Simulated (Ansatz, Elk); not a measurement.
# ZnSnPb2: X-ray structure factors from the self-consistent density

Structure refinements treat a crystal as free atoms side by side. For a made-up structure of ZnSnPb2 (cell and positions from a PBE relaxation) the runs below show what the calculated density changes in F(hkl).

Main program and level: Elk 11.2.3 (patched build); DFT, PBE, all-electron APW+lo, Dirac cores, scalar-relativistic bands, static density, no spin.

The structure was built from a prototype and need not be the compound's stable phase.

## (1) The structure

It takes space group P4/nmm (No. 129, tetragonal). Conventional cell: a = 4.838 Å, b = 4.838 Å, c = 9.302 Å, α = 90.00°, β = 90.00°, γ = 90.00°. Nearest to Pb lie 4 Zn at 3.18 Å and 4 Sn at 3.42 Å and 4 Pb at 3.55 Å. Pb has 8 Pb at 3.42 to 3.55 Å and 4 Sn at 3.64 Å nearest. Nearest to Sn lie 4 Zn at 3.09 Å and 8 Pb at 3.42 to 3.64 Å. Nearest to Zn lie 4 Sn at 3.09 Å and 4 Pb at 3.18 Å. Farther neighbours are not listed.

Structure file:

```cif
data_structure
_symmetry_space_group_name_H-M 'P 1'
_symmetry_Int_Tables_number 1
_cell_length_a 4.8380
_cell_length_b 4.8380
_cell_length_c 9.3023
_cell_angle_alpha 90.000
_cell_angle_beta 90.000
_cell_angle_gamma 90.000
_cell_volume 217.73
loop_
_atom_site_label
_atom_site_type_symbol
_atom_site_fract_x
_atom_site_fract_y
_atom_site_fract_z
_atom_site_occupancy
Pb1 Pb 0.50000 0.00000 0.72110 1
Pb2 Pb 0.00000 0.50000 0.27890 1
Pb3 Pb 0.00000 0.00000 0.00000 1
Pb4 Pb 0.50000 0.50000 0.00000 1
Sn5 Sn 0.50000 0.00000 0.29296 1
Sn6 Sn 0.00000 0.50000 0.70704 1
Zn7 Zn 0.00000 0.00000 0.50000 1
Zn8 Zn 0.50000 0.50000 0.50000 1
```

## (2) Ground state and structure factors

An all-electron density is needed, since X-rays see the cores too. Task 0 finds the density and task 195 Fourier-transforms it; tshift is off so that phases refer to the origin typed.

File elk.in:

```
tasks
  0
  195

xctype
  20

spinpol
  .false.

rgkmax
  7.0

gmaxvr
  14.0

lmaxo
  7

lmaxapw
  8

swidth
  0.002

tshift
  .false.

ramdisk
  .false.

hmaxvr
  5.5

maxscl
  120

epspot
  1e-06

sppath
  './'

avec
  9.14241994012 0.00000000000 0.00000000000
  0.00000000000 9.14241994012 0.00000000000
  0.00000000000 0.00000000000 17.57870596463

atoms
  3
  'Pb.in'
  4
  0.5000000000 0.0000000000 0.7210974431   0.000000 0.000000 0.000000
  -0.0000000000 0.5000000000 0.2789025569   0.000000 0.000000 0.000000
  0.0000000000 0.0000000000 0.0000000000   0.000000 0.000000 0.000000
  0.5000000000 0.5000000000 -0.0000000000   0.000000 0.000000 0.000000
  'Sn.in'
  2
  0.5000000000 -0.0000000000 0.2929626159   0.000000 0.000000 0.000000
  -0.0000000000 0.5000000000 0.7070373841   0.000000 0.000000 0.000000
  'Zn.in'
  2
  0.0000000000 0.0000000000 0.5000000000   0.000000 0.000000 0.000000
  0.5000000000 0.5000000000 0.5000000000   0.000000 0.000000 0.000000

ngridk
  5 5 3
```

The run is started by

```console
$ OMP_NUM_THREADS=4 elk
```

Numbers of over 12 decimals in the logs are rounded to 6 here.

Output:

```text
┌─────────────────────────┐
│ Elk code version 11.2.3 │
└─────────────────────────┘

All units are atomic (Hartree, Bohr, etc.)

┌─────────────────────────────────────────────────┐
│ Ground-state run starting from atomic densities │
└─────────────────────────────────────────────────┘

Lattice vectors :
   9.142419940       0.000000000       0.000000000
   0.000000000       9.142419940       0.000000000
   0.000000000       0.000000000       17.57870596

Reciprocal lattice vectors :
  0.6872562569       0.000000000       0.000000000
   0.000000000      0.6872562569       0.000000000
   0.000000000       0.000000000      0.3574316175

Unit cell volume      :    1469.295788
Brillouin zone volume :   0.1688225172

Muffin-tin inner radius fraction :   0.1000000000E-01

Nuclei treated as point charges

Species : 1 (Pb)
 parameters loaded from : Pb.in
 name : lead
 nuclear charge    :   -82.00000000
 electronic charge :    82.00000000
 atomic mass :    377702.4943
 muffin-tin radius :    2.800000000
 number of radial points in muffin-tin :   1393
 inner part over the whole radius :   0.9993555083E-02
 number on inner part of muffin-tin    :   1001
 approximate nuclear radius :   0.1047603524E-03
 number of mesh points to nuclear radius :    525
 atomic positions (lattice), magnetic fields (Cartesian) :
  1 :   0.50000000  0.00000000 -0.27890256    0.00000000  0.00000000  0.00000000
  2 :   0.00000000  0.50000000  0.27890256    0.00000000  0.00000000  0.00000000
  3 :   0.00000000  0.00000000  0.00000000    0.00000000  0.00000000  0.00000000
  4 :   0.50000000  0.50000000  0.00000000    0.00000000  0.00000000  0.00000000

Species : 2 (Sn)
 parameters loaded from : Sn.in
 name : tin
 nuclear charge    :   -50.00000000
 electronic charge :    50.00000000
 atomic mass :    216395.0922
 muffin-tin radius :    2.600000000
 number of radial points in muffin-tin :   1193
 inner part over the whole radius :   0.9914297220E-02
 number on inner part of muffin-tin    :    850
 approximate nuclear radius :   0.8828114845E-04
 number of mesh points to nuclear radius :    428
 atomic positions (lattice), magnetic fields (Cartesian) :
  1 :   0.50000000  0.00000000  0.29296262    0.00000000  0.00000000  0.00000000
  2 :   0.00000000  0.50000000 -0.29296262    0.00000000  0.00000000  0.00000000

Species : 3 (Zn)
 parameters loaded from : Zn.in
 name : zinc
 nuclear charge    :   -30.00000000
 electronic charge :    30.00000000
 atomic mass :    119233.3130
 muffin-tin radius :    2.400000000
 number of radial points in muffin-tin :    993
 inner part over the whole radius :   0.9843840322E-02
 number on inner part of muffin-tin    :    701
 approximate nuclear radius :   0.7484757725E-04
 number of mesh points to nuclear radius :    337
 atomic positions (lattice), magnetic fields (Cartesian) :
  1 :   0.00000000  0.00000000  0.50000000    0.00000000  0.00000000  0.00000000
  2 :   0.50000000  0.50000000  0.50000000    0.00000000  0.00000000  0.00000000

Total number of atoms per unit cell :    8
Total muffin-tin volume :    630.8653152
 ratio of muffin-tin to unit cell volume :   0.4293657684

Spin treatment :
 spin-unpolarised

Number of Bravais lattice symmetries :   16
Number of crystal symmetries         :   16
Crystal has no inversion symmetry
Complex Hermitian eigensolver will be used

k-point grid :      5     5     3
k-point offset :    0.000000000       0.000000000       0.000000000
k-point set is reduced with full crystal symmetry group
Total number of k-points :       12

Muffin-tin radius times maximum |G+k| :    7.000000000
 using average radius
Maximum |G+k| for APW functions       :    2.641509434
Maximum (1/2)|G+k|²                   :    3.488786045
Maximum |G| for potential and density :    14.00000000
Constant for pseudocharge density :   10
 order of it for each species :   17  17  17
 order of it for pair densities of each species (exact exchange by exxq0 0: 18) :   11   9   7
Radial integration step length :    1

[...]
electron entropic           :    -0.14687905105015E-02
 total energy                :     -99666.917363316

Density of states at Fermi energy :    118.1987816
 (states/Hartree/unit cell)

Estimated indirect band gap :   0.5306238026E-03
 from k-point 10 to k-point 3
Estimated direct band gap   :   0.1037293630E-01
 at k-point 3

Charges :
 core                        :    356.0000000
 valence                     :    132.0000000
 interstitial                :    13.57726772
 muffin-tins (core leakage)
  species : 1 (Pb)
[...]
species : 2 (Sn)
[...]
species : 3 (Zn)
[...]
total in muffin-tins        :    474.4227323
 total calculated charge     :    487.9944644
 total charge                :    488.0000000
 error                       :   0.5535598295E-02

RMS change in Kohn-Sham potential (target) :   0.1376966804     (  0.1000000000E-05)
Absolute change in total energy (target)   :   0.1666973323     (  0.1000000000E-03)

[... loops 3 to 15 left out ...]

┌──────────────────┐
│ Loop number : 16 │
└──────────────────┘

Energies :
 Fermi                       :     0.211019
 sum of occupied eigenvalues :     -61305.644747282
 electron kinetic            :      114148.93322793
 core electron kinetic       :      112729.51246065
 Coulomb                     :     -211778.57858037
 Coulomb potential           :     -172793.13971933
 nuclear-nuclear             :     -8033.1229444263
 electron-nuclear            :     -234842.86275063
 Hartree                     :      31097.407114687
 Madelung                    :     -125382.00872070
 xc potential                :     -2661.4382558758
 exchange                    :     -2006.8128066480
 correlation                 :     -28.501330252030
 electron entropic           :    -0.13653736405419E-02
 total energy                :     -99664.960854718

Density of states at Fermi energy :    106.8683790
 (states/Hartree/unit cell)

Estimated indirect band gap :   0.7276126332E-03
 from k-point 4 to k-point 6
Estimated direct band gap   :   0.9294402548E-02
 at k-point 9

Charges :
 core                        :    356.0000000
 valence                     :    132.0000000
 interstitial                :    13.20853715
 muffin-tins (core leakage)
  species : 1 (Pb)
[...]
species : 2 (Sn)
[...]
species : 3 (Zn)
[...]
total in muffin-tins        :    474.7914628
 total calculated charge     :    487.9946789
 total charge                :    488.0000000
 error                       :   0.5321069948E-02

RMS change in Kohn-Sham potential (target) :   0.1452682015E-06 (  0.1000000000E-05)
Absolute change in total energy (target)   :   0.8917419473E-04 (  0.1000000000E-03)

Convergence targets achieved

┌──────────────────┐
│ Loop number : 17 │
└──────────────────┘

Energies :
 Fermi                       :     0.211019
 sum of occupied eigenvalues :     -61305.644696976
 electron kinetic            :      114148.93328628
 core electron kinetic       :      112729.51250340
 Coulomb                     :     -211778.57858195
 Coulomb potential           :     -172793.13973703
 nuclear-nuclear             :     -8033.1229444263
 electron-nuclear            :     -234842.86273497
 Hartree                     :      31097.407097444
 Madelung                    :     -125382.00871344
 xc potential                :     -2661.4382462303
 exchange                    :     -2006.8128065156
 correlation                 :     -28.501330237216
 electron entropic           :    -0.13653735234096E-02
 total energy                :     -99664.960797798

Density of states at Fermi energy :    106.8683652
 (states/Hartree/unit cell)

Estimated indirect band gap :   0.7276128098E-03
 from k-point 4 to k-point 6
Estimated direct band gap   :   0.9294404458E-02
 at k-point 9

Charges :
 core                        :    356.0000000
 valence                     :    132.0000000
 interstitial                :    13.20853698
 muffin-tins (core leakage)
  species : 1 (Pb)
[...]
species : 2 (Sn)
[...]
atom 2                    :    48.02012524     (  0.6545987913E-04)
  species : 3 (Zn)
   atom 1                    :    28.76719531     (  0.7987086637E-04)
   atom 2                    :    28.76719531     (  0.7987086637E-04)
 total in muffin-tins        :    474.7914630
 total calculated charge     :    487.9946789
 total charge                :    488.0000000
 error                       :   0.5321069529E-02

┌──────────────────────────────┐
│ Self-consistent loop stopped │
└──────────────────────────────┘

Warning : the lowest level lies among the core levels :   -2.918712077      -2.564560185

Warning : core states of species 1 leak from the muffin-tin :   0.1179174330E-02

Wrote STATE.OUT
```

It took 58 s on 4 threads of INTEL XEON PLATINUM 8581C at 2.30GHz (Emerald Rapids), shared host; peak memory 0.41 GiB.

SFACRHO.OUT:

```text

h k l indices transformed by vhmat matrix:
   1.000000000       0.000000000       0.000000000    
   0.000000000       1.000000000       0.000000000    
   0.000000000       0.000000000       1.000000000    

      h      k      l  multipl.   |H|            Re(F)            Im(F)           |F|

      0      0      0      1   0.0000000       488.00000      0.20752133E-15   488.00000    
      0      0     -1      2  0.35743162       47.303818      0.36134146E-14   47.303818    
      0     -1      0      4  0.68725626       0.0000000     -0.27022389E-13  0.27022389E-13
      0      0      2      2  0.71486324      -13.482908     -0.16311668E-12   13.482908    
      0     -1     -1      4  0.77464735      0.25488219E-13   62.494361       62.494361    
     -1      0     -1      4  0.77464735       0.0000000      -62.494361       62.494361    
     -1      1      0      4  0.97192712      -34.727588     -0.29963598E-14   34.727588    
      1      0      2      4  0.99164036       0.0000000      -7.7404575       7.7404575    
      1      0     -2      4  0.99164036      0.50976438E-14   7.7404575       7.7404575    
     -1     -1      1      8   1.0355673       143.81422      0.30464525E-13   143.81422    
      0      0     -3      2   1.0722949       231.08984     -0.14572330E-12   231.08984    
     -1      1     -2      8   1.2065122       395.26066     -0.10786038E-12   395.26066    
      0     -1      3      4   1.2736316     -0.40781150E-13   63.771996       63.771996    
      0      1     -3      4   1.2736316     -0.40781150E-13  -63.771996       63.771996    
      0     -2      0      4   1.3745125       403.01073      0.49401576E-13   403.01073    
      0     -2     -1      4   1.4202260       43.784602      0.37995477E-14   43.784602    
      0     -2      1      4   1.4202260       43.784602     -0.10265915E-13   43.784602    
      0      0     -4      2   1.4297265       322.74292     -0.16061329E-12   322.74292
```

Elk indexes on the primitive cell of elk.in and gives |H| = 4π sin θ/λ in inverse bohr. Below, one row stands for each form hkl of the conventional cell (m members, Friedel mates merged), F is for one primitive cell and the density is static (no thermal factor). Free-atom factors are Waasmaier and Kirfel's, and R is Σm||F|−|F'||/Σm|F|.

```
hkl   m  sin θ/λ (Å⁻¹)  abs F, DFT  neutral atoms   diff.  abs of complex diff.
001   2          0.054      47.304         47.380  -0.076                 0.076
100   4          0.103       0.000          0.000  +0.000                 0.000
002   2          0.107      13.483         13.370  +0.112                 0.112
101   8          0.117      62.494         62.729  -0.234                 0.234
110   4          0.146      34.728         34.573  +0.155                 0.155
102   8          0.149       7.740          7.797  -0.056                 0.056
111   8          0.156     143.814        143.878  -0.064                 0.064
003   2          0.161     231.090        231.137  -0.047                 0.047
112   8          0.181     395.261        395.890  -0.629                 0.629
103   8          0.192      63.772         63.843  -0.071                 0.071
200   4          0.207     403.011        403.852  -0.841                 0.841
201   8          0.214      43.785         43.491  +0.293                 0.293
004   2          0.215     322.743        323.432  -0.689                 0.689
113   8          0.218      38.129         38.560  -0.431                 0.431
210   8          0.231       0.000          0.000  +0.000                 0.000
202   8          0.233      11.307         10.981  +0.326                 0.326
211  16          0.237      57.326         57.301  +0.025                 0.025
104   8          0.239      21.096         21.052  +0.044                 0.044
212  16          0.255       8.100          8.050  +0.049                 0.049
114   8          0.260      41.775         42.142  -0.367                 0.367
203   8          0.262     205.495        205.262  +0.233                 0.233
005   2          0.269      87.145         87.619  -0.474                 0.474
```

[end of part 1 of 2]

[Logs are printed without paths, hosts, clocks, repeated set-up lines and the standing remarks that a program may print on its own settings, such as how far it seeks lower states.]

[Hosts, paths, dates, database ids (printed as entryN), source tags and the programs' standing remarks are cut or masked in the printed files.]
